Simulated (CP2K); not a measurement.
Two runs for the C K edge of trifluoromethyloxirane. Run A: CP2K XAS_TDP, all-electron GAPW, PBEh(45%), aug-cc-pVDZ, TDA, no relativity. Run B differs in one setting.

First lines with a strength over 0.0015. A:

| atom | energy (eV) | states | strength, one atom |
| --- | --- | --- | --- |
| C2 (bonded to C and 3 F) | 289.73 | 1 | 0.0751 |
|  | 290.08 | 1 | 0.0826 |
|  | 291.77 | 1 | 0.0190 |
|  | 292.31 | 1 | 0.0247 |
|  | 292.81 | 1 | 0.0050 |
| C5 (bonded to 2 C, O and H) | 285.04 | 1 | 0.0462 |
|  | 286.32 | 1 | 0.0192 |
|  | 286.71 | 1 | 0.0123 |
|  | 287.42 | 1 | 0.0049 |
|  | 287.95 | 1 | 0.0020 |
| C6 (bonded to C, O and 2 H) | 284.60 | 1 | 0.0512 |
|  | 285.95 | 1 | 0.0081 |
|  | 286.27 | 1 | 0.0161 |
|  | 286.53 | 1 | 0.0219 |
|  | 287.32 | 1 | 0.0050 |

B:

| atom | energy (eV) | states | strength, one atom |
| --- | --- | --- | --- |
| C2 (bonded to C and 3 F) | 296.71 | 1 | 0.0734 |
|  | 297.06 | 1 | 0.0807 |
|  | 298.75 | 1 | 0.0185 |
|  | 299.29 | 1 | 0.0242 |
|  | 299.80 | 1 | 0.0049 |
| C5 (bonded to 2 C, O and H) | 291.28 | 1 | 0.0452 |
|  | 292.56 | 1 | 0.0188 |
|  | 292.95 | 1 | 0.0120 |
|  | 293.65 | 1 | 0.0048 |
|  | 294.19 | 1 | 0.0020 |
| C6 (bonded to C, O and 2 H) | 291.01 | 1 | 0.0500 |
|  | 292.36 | 1 | 0.0079 |
|  | 292.68 | 1 | 0.0157 |
|  | 292.94 | 1 | 0.0214 |
|  | 293.73 | 1 | 0.0049 |

**Question.** Which was it: GW2X switched on, the functional, the basis, scalar relativity switched on?

GW2X switched on. GW2X shifts an atom's lines together and keeps their spacings. Against PBEh(45%) in aug-cc-pVDZ, the leading lines move by +6.98 eV (C2, to 296.71), +6.24 eV (C5, to 291.28) and +6.41 eV (C6, to 291.01).

[Hosts, paths, dates, database ids (printed as entryN), source tags and the programs' standing remarks are cut or masked in the printed files.]
